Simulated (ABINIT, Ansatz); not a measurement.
# InH3 (Pm-3m): zone-centre phonons, part 2 of 3

Which modes does InH3 (Pm-3m) have at the zone centre?

ABINIT 10.8.3; DFT LDA, scalar-relativistic, plane waves, HGH norm-conserving pseudopotentials.

So far. Step 2 (Relaxation): The volume changes by -5.9 % from the cell with which this run began. Step 3 (Self-consistent run for the response): The cell stands at -0.58 GPa: the relaxation ran with a smoothed and higher cutoff, and the difference is a stress of the finite basis. The relaxed cell has a = 3.712 Å (conventional setting).

The structure was built from a prototype and need not be the compound's stable phase.

## (4) Zone-centre response

At q = 0 one unit cell holds all displacements. The response is solved for single atoms along the cell's directions, and symmetry skips those that follow from others. The crystal is treated as a metal, which screens a static field, so no field response is asked.

dfpt_gamma.abi reads:

```

# common to the responses
getwfk_filepath "gso_WFK"
kptopt 2
nqpt 1
qpt 0.0 0.0 0.0
asr 0
chneut 0

# displacements
rfphon 1
rfatpol 1 4
rfdir 1 1 1
tolvrs 1.0d-10
prtwf 0

# basis, mesh and filling
ecut 35.0
ixc 7
ngkpt 8 8 8
nshiftk 1
shiftk 0.0 0.0 0.0
istwfk *1
occopt 3
tsmear 0.01
nband 8
nstep 100
diemac 1000000.0
prtebands 0
prtgsr 0

# cell and atoms
acell 3*1.0 Angstrom
rprim 
    3.711976313 0.0 0.0
    0.0 3.711976313 0.0
    0.0 0.0 3.711976313
ntypat 2
znucl 49 1
natom 4
typat 1 2 2 2
xred 
    0.0 0.0 0.0
    0.5 0.0 0.0
    0.0 0.5 0.0
    0.0 0.0 0.5
pp_dirpath "./pseudo"
pseudos "In.hgh, H.hgh"
```

Run with:

```bash
$ OMP_NUM_THREADS=1 mpirun -n 2 abinit dfpt_gamma.abi > dfpt_gamma.log
```

Numbers of over 12 decimals in the logs are rounded to 6 here.

dfpt_gamma.abo, the main output file:

```text
[banners, grids, parts of the stress and lines that vanish by symmetry left out]
- input  file    -> dfpt_gamma.abi
- output file    -> dfpt_gamma.abo
- root for input  files -> dfpt_gammai
- root for output files -> dfpt_gammao

 Symmetries : space group Pm -3 m (#221); Bravais cP (primitive cubic)
================================================================================
 Values of the parameters that define the memory need of the present run (RF).
     intxc =       0      iscf =       7    lmnmax =       6     lnmax =       6
     mgfft =      40  mpssoang =       3    mqgrid =    3001     natom =       4
  nloc_mem =       1    nspden =       1   nspinor =       1    nsppol =       1
      nsym =      48    n1xccc =       0    ntypat =       2    occopt =       3
   xclevel =       1
-    mband =           8        mffmem =           1         mkmem =         130
-   mkqmem =         130        mk1mem =         130           mpw =        3448
      nfft =       64000          nkpt =         260
- my_mband =           8
================================================================================
================================================================================

--------------------------------------------------------------------------------
------------- Echo of variables that govern the present computation ------------
--------------------------------------------------------------------------------
-
- outvars: echo of selected default values
-   iomode0 =  0 , fftalg0 =312 , wfoptalg0 =  0
-
- outvars: echo of global parameters not present in the input file
-  max_nthreads =    1
-
 -outvars: echo values of preprocessed input variables
 [... echo left out ...]
================================================================================

 chkinp: Checking input parameters for consistency.

[...]
== DATASET  1 ==================================================================
-   mpi_nproc: 2, omp_nthreads: 1 (-1 if OMP is not activated)

--- !DatasetInfo
iteration_state: {dtset: 1, }
dimensions: {natom: 4, nkpt: 260, mband: 8, nsppol: 1, nspinor: 1, nspden: 1, mpw: 3448, }
cutoff_energies: {ecut:  35.0, pawecutdg:  -1.0, }
electrons: {nelect:   6.00000000E+00, charge:   0.00000000E+00, occopt:   3.00000000E+00, tsmear:   1.00000000E-02, }
meta: {optdriver: 1, rfphon: 1, }
...

 mkfilename: getwfk from: gso_WFK

 Exchange-correlation functional for the present dataset will be:
  LDA: Perdew-Wang 92 LSD fit to Ceperley-Alder data - ixc=7
 Citation for XC functional:
  J.P.Perdew and Y.Wang, PRB 45, 13244 (1992)

 Real(R)+Recip(G) space primitive vectors, cartesian coordinates (Bohr,Bohr^-1):
 R(1)=  7.0146186  0.0000000  0.0000000  G(1)=  0.1425594  0.0000000  0.0000000
 R(2)=  0.0000000  7.0146186  0.0000000  G(2)=  0.0000000  0.1425594  0.0000000
 R(3)=  0.0000000  0.0000000  7.0146186  G(3)=  0.0000000  0.0000000  0.1425594
 Unit cell volume ucvol=  3.4515343E+02 bohr^3
 Angles (23,13,12)=  9.00000000E+01  9.00000000E+01  9.00000000E+01 degrees
 setup1 : take into account q-point for computing boxcut.

 getcut: wavevector=  0.0000  0.0000  0.0000  ngfft=  40  40  40
         ecut(hartree)=     35.000   => boxcut(ratio)=   2.14120

--- Pseudopotential description ------------------------------------------------
- pspini: atom type   1  psp file is ./pseudo/In.hgh

- pspini: atom type   2  psp file is ./pseudo/H.hgh

   1.03528705E+02                                ecore*ucvol(ha*bohr**3)
--------------------------------------------------------------------------------

 ==>  initialize data related to q vector <==

 The list of irreducible perturbations for this q vector is:
    1)    idir= 1    ipert=   1
    2)    idir= 1    ipert=   2
    3)    idir= 2    ipert=   2

[...]
The perturbation idir=   2  ipert=   1 is
 symmetric of a previously calculated perturbation.
 So, its SCF calculation is not needed.

 The perturbation idir=   3  ipert=   1 is
 symmetric of a previously calculated perturbation.
 So, its SCF calculation is not needed.

 The perturbation idir=   3  ipert=   2 is
 symmetric of a previously calculated perturbation.
 So, its SCF calculation is not needed.

 The perturbation idir=   1  ipert=   3 is
 symmetric of a previously calculated perturbation.
 So, its SCF calculation is not needed.

[...]
The perturbation idir=   2  ipert=   4 is
 symmetric of a previously calculated perturbation.
 So, its SCF calculation is not needed.

 The perturbation idir=   3  ipert=   4 is
 symmetric of a previously calculated perturbation.
 So, its SCF calculation is not needed.

--------------------------------------------------------------------------------
 Perturbation wavevector (in red.coord.)   0.000000  0.000000  0.000000
 Perturbation : displacement of atom   1   along direction   1
 Found     8 symmetries that leave the perturbation invariant.

[...]
dfpt_looppert : total number of electrons, from k and k+q
  fully or partially occupied states are    6.000000E+00 and    6.000000E+00.
 Initialisation of the first-order wave-functions :
  ireadwf=   0

--- !BeginCycle
iteration_state: {dtset: 1, }
solver: {iscf: 7, nstep: 100, nline: 4, wfoptalg: 0, }
tolerances: {tolvrs: 1.00E-10, }
...

     iter   2DEtotal(Ha)        deltaE(Ha) residm    vres2
-ETOT  1   3.817994     -2.358E+01 1.775E-01 9.656E+03
 ETOT  2   1.903600     -1.914E+00 2.016E-03 4.045E+02
 ETOT  3   1.842294     -6.131E-02 7.920E-05 1.319E+01
 ETOT  4   1.841062     -1.233E-03 4.810E-06 2.576E-01
 ETOT  5   1.841046     -1.579E-05 2.608E-07 9.275E-04
[...]
At SCF step    9       vres2   =  2.96E-11 < tolvrs=  1.00E-10 =>converged.
[...]
Mean square residual over all n,k,spin=   24.424E-17; max=  26.219E-16

 Thirteen components of 2nd-order total energy (hartree) are
 1,2,3: 0th-order hamiltonian combined with 1st-order wavefunctions
     kin0=   2.18984257E+01 eigvalue=   2.31300187E+00  local=  -6.97274751E+00
 4,5,6: 1st-order hamiltonian combined with 1st and 0th-order wfs
 loc psp =  -2.00563686E+01  Hartree=   4.10288870E+00     xc=  -2.56535924E+00
 note that "loc psp" includes a xc core correction that could be resolved
 7,8,9: eventually, occupation + non-local contributions
    edocc=   3.13398562E+00     enl0=   3.64760850E+00   enl1=  -3.10592384E+01
 1-9 gives the relaxation energy (to be shifted if some occ is /=2.0)
   erelax=  -2.55578034E+01
 10,11,12 Non-relaxation  contributions : frozen-wavefunctions and Ewald
 fr.local=   3.58320280E+00 fr.nonlo=   1.84412827E+01  Ewald=   5.37436373E+00
 13,14 Frozen wf xc core corrections (1) and (2)
 frxc 1  =   0.00000000E+00  frxc 2 =   0.00000000E+00
 Resulting in :
 2DEtotal=    0.1841045850E+01 Ha. Also 2DEtotal=    0.500974097333E+02 eV
    (2DErelax=   -2.5557803416E+01 Ha. 2DEnonrelax=    2.7398849267E+01 Ha)
    (  non-var. 2DEtotal :    1.8410457573E+00 Ha)

[...]
Perturbation wavevector (in red.coord.)   0.000000  0.000000  0.000000
 Perturbation : displacement of atom   2   along direction   1
 Found     8 symmetries that leave the perturbation invariant.

[...]
dfpt_looppert : total number of electrons, from k and k+q
  fully or partially occupied states are    6.000000E+00 and    6.000000E+00.
 Initialisation of the first-order wave-functions :
  ireadwf=   0

--- !BeginCycle
iteration_state: {dtset: 1, }
solver: {iscf: 7, nstep: 100, nline: 4, wfoptalg: 0, }
tolerances: {tolvrs: 1.00E-10, }
...

     iter   2DEtotal(Ha)        deltaE(Ha) residm    vres2
-ETOT  1   8.964622     -5.366E+01 4.236E-01 1.880E+04
[...]
At SCF step    9       vres2   =  5.35E-11 < tolvrs=  1.00E-10 =>converged.
[...]
Mean square residual over all n,k,spin=   39.191E-17; max=  43.479E-16

 Thirteen components of 2nd-order total energy (hartree) are
 1,2,3: 0th-order hamiltonian combined with 1st-order wavefunctions
     kin0=   5.71537636E+01 eigvalue=   2.82802399E+00  local=  -1.52936992E+01
 4,5,6: 1st-order hamiltonian combined with 1st and 0th-order wfs
 loc psp =  -1.17149799E+02  Hartree=   1.43048334E+01     xc=  -7.83020921E+00
 note that "loc psp" includes a xc core correction that could be resolved
 7,8,9: eventually, occupation + non-local contributions
    edocc=   6.95686096E+00     enl0=   4.55325763E-01   enl1=   0.00000000E+00
 1-9 gives the relaxation energy (to be shifted if some occ is /=2.0)
   erelax=  -5.85748994E+01
 10,11,12 Non-relaxation  contributions : frozen-wavefunctions and Ewald
 fr.local=   4.55417588E+01 fr.nonlo=   0.00000000E+00  Ewald=   1.70868598E+01
 13,14 Frozen wf xc core corrections (1) and (2)
 frxc 1  =   0.00000000E+00  frxc 2 =   0.00000000E+00
 Resulting in :
 2DEtotal=    0.4053719276E+01 Ha. Also 2DEtotal=    0.110307320962E+03 eV
    (2DErelax=   -5.8574899359E+01 Ha. 2DEnonrelax=    6.2628618635E+01 Ha)
    (  non-var. 2DEtotal :    4.0537193128E+00 Ha)

[...]
Perturbation wavevector (in red.coord.)   0.000000  0.000000  0.000000
 Perturbation : displacement of atom   2   along direction   2
 Found     4 symmetries that leave the perturbation invariant.

--------------------------------------------------------------------------------

--------------------------------------------------------------------------------

 dfpt_looppert : total number of electrons, from k and k+q
  fully or partially occupied states are    6.000000E+00 and    6.000000E+00.
 Initialisation of the first-order wave-functions :
  ireadwf=   0

--- !BeginCycle
iteration_state: {dtset: 1, }
solver: {iscf: 7, nstep: 100, nline: 4, wfoptalg: 0, }
tolerances: {tolvrs: 1.00E-10, }
...

     iter   2DEtotal(Ha)        deltaE(Ha) residm    vres2
-ETOT  1   2.135099     -5.252E+01 3.784E-01 8.261E+03
[...]
ETOT  9  0.370309     -2.210E-12 2.452E-15 1.327E-10
 ETOT 10  0.370309      7.248E-13 7.227E-17 1.819E-12

 At SCF step   10       vres2   =  1.82E-12 < tolvrs=  1.00E-10 =>converged.
[...]
Mean square residual over all n,k,spin=   90.713E-19; max=  72.273E-18

 Thirteen components of 2nd-order total energy (hartree) are
 1,2,3: 0th-order hamiltonian combined with 1st-order wavefunctions
     kin0=   5.80459206E+01 eigvalue=   3.11846939E+00  local=  -1.47770323E+01
 4,5,6: 1st-order hamiltonian combined with 1st and 0th-order wfs
 loc psp =  -1.08569571E+02  Hartree=   1.05869700E+01     xc=  -6.62740240E+00
 note that "loc psp" includes a xc core correction that could be resolved
 7,8,9: eventually, occupation + non-local contributions
    edocc=   3.84674476E+00     enl0=   9.11154913E-02   enl1=   0.00000000E+00
 1-9 gives the relaxation energy (to be shifted if some occ is /=2.0)
   erelax=  -5.42847857E+01
 10,11,12 Non-relaxation  contributions : frozen-wavefunctions and Ewald
 fr.local=   5.87198881E+01 fr.nonlo=   0.00000000E+00  Ewald=  -4.06479346E+00
 13,14 Frozen wf xc core corrections (1) and (2)
 frxc 1  =   0.00000000E+00  frxc 2 =   0.00000000E+00
 Resulting in :
 2DEtotal=    0.3703089370E+00 Ha. Also 2DEtotal=    0.100766195147E+02 eV
    (2DErelax=   -5.4284785666E+01 Ha. 2DEnonrelax=    5.4655094603E+01 Ha)
    (  non-var. 2DEtotal :    3.7030894409E-01 Ha)

[...]
---- first-order wavefunction calculations are completed ----

 ==> Compute Derivative Database <==

 [... matrices left out ...]
  Phonon wavevector (reduced coordinates) :  0.00000  0.00000  0.00000
 Phonon energies in Hartree :
  -3.385404E-06 -3.385403E-06 -3.385402E-06  1.174125E-03  1.174125E-03
   1.174125E-03  1.892304E-03  1.892304E-03  1.892304E-03  6.946214E-03
   6.946214E-03  6.946214E-03
 Phonon frequencies in cm-1    :
- -7.430102E-01 -7.430101E-01 -7.430098E-01  2.576906E+02  2.576906E+02
-  2.576906E+02  4.153128E+02  4.153128E+02  4.153128E+02  1.524518E+03
-  1.524518E+03  1.524518E+03

== END DATASET(S) ==============================================================
================================================================================

 -outvars: echo values of variables after computation
            acell      1.8897261259E+00  1.8897261259E+00  1.8897261259E+00 Bohr
           etotal      3.7030893699E-01
            fcart      0.0000000000E+00  0.0000000000E+00  0.0000000000E+00
           strten      0.0000000000E+00  0.0000000000E+00  0.0000000000E+00
================================================================================
```

Elapsed: 2.4 min, on 2 MPI ranks of Arm Neoverse N1, shared host; 4.8 min of CPU time.

This step gave:

```yaml
largest_acoustic_frequency_at_the_zone_centre_before_the_sum_rule: -0.74 cm⁻¹
highest_optical_zone_centre_mode_no_lo_to_term: 1525 cm⁻¹
lowest_optical_zone_centre_mode: 257.7 cm⁻¹
```

The acoustic modes at Γ come out as far as 0.7 cm⁻¹ from zero, where they should vanish, a small numerical error.

(Continued in part 3 of 3.)

[Host names and launcher messages were left out of these logs when they were recorded.]

[Logs are printed without paths, hosts, clocks, repeated set-up lines and the standing remarks that a program may print on its own settings, such as how far it seeks lower states.]

[Hosts, paths, dates, database ids (printed as entryN), source tags and the programs' standing remarks are cut or masked in the printed files.]
